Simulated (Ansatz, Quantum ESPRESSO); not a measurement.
# TaN (001), WC type: biaxial strain and the free axis

A thin film takes the in-plane lattice of its substrate and is free along the normal. How do the free axis and the stress follow the misfit? The strained cell has c along the film normal; unstrained it is a = 2.9068 Å, b = 2.9068 Å, c = 2.8526 Å, α = 90.00°, β = 90.00°, γ = 120.00°, with 2 atoms.

Calculated with Quantum ESPRESSO 7.5, LDA, GBRV 1.5 ultrasoft potentials, cutoff 680 eV, Fermi–Dirac smearing 0.05 eV, k-mesh 17×17×15, no spin polarisation, no spin-orbit coupling.

Relaxed positions at 0 %:

```
atom       x       y       z
  Ta  0.0000  0.0000  0.0000
   N  0.6667  0.3333  0.5000
```

| ε∥ (%) | a (Å) | c (Å) | ε⊥ (%) | σ (GPa, tension positive) |
| --- | --- | --- | --- | --- |
| −3 | 2.8196 | 2.8891 | 1.280 | −29.04 |
| −2 | 2.8486 | 2.8762 | 0.828 | −18.64 |
| 0 | 2.9068 | 2.8526 | 0.000 | 0.01 |
| 1 | 2.9358 | 2.8417 | −0.381 | 8.27 |
| 2 | 2.9649 | 2.8316 | −0.738 | 15.91 |
| 3 | 2.9940 | 2.8221 | −1.068 | 22.94 |

**Question.** Fit both responses and give the free strain and the stress at −1 %, a row left out above.

Least squares with y = y0 + y1 ε + y2 ε² (ε in %) gives ε⊥ = −0.001 + (−0.3914) ε + (0.0119) ε² and σ = −0.02 + (8.654) ε + (−0.337) ε² GPa. The linear terms put the ratio of free to applied strain at −0.391 and the biaxial modulus at 865 GPa.

At −1 % the free strain comes out as 0.402 %. The run itself gives 0.403 %, so the estimate misses by 0.001 %, a rounding's worth.

The stress comes out as −9.01 GPa. The run itself gives −8.96 GPa, so the estimate misses by 0.05 GPa; the fitted rows themselves lie up to 0.03 GPa off the law.

With c as the unique axis, zero normal stress gives ε⊥/ε∥ = −2C13/C33 for relaxed atoms, so 2C13/C33 is about 0.39.

The negative ε² term means that the crystal stiffens in compression and softens in tension.

The same fit over all rows at other levels or in other programs gives the strain ratio = −0.374 with PBEsol (Ansatz) and −0.378 with PBEsol (Quantum ESPRESSO, GBRV).

[Logs are printed without paths, hosts, clocks, repeated set-up lines and the standing remarks that a program may print on its own settings, such as how far it seeks lower states.]
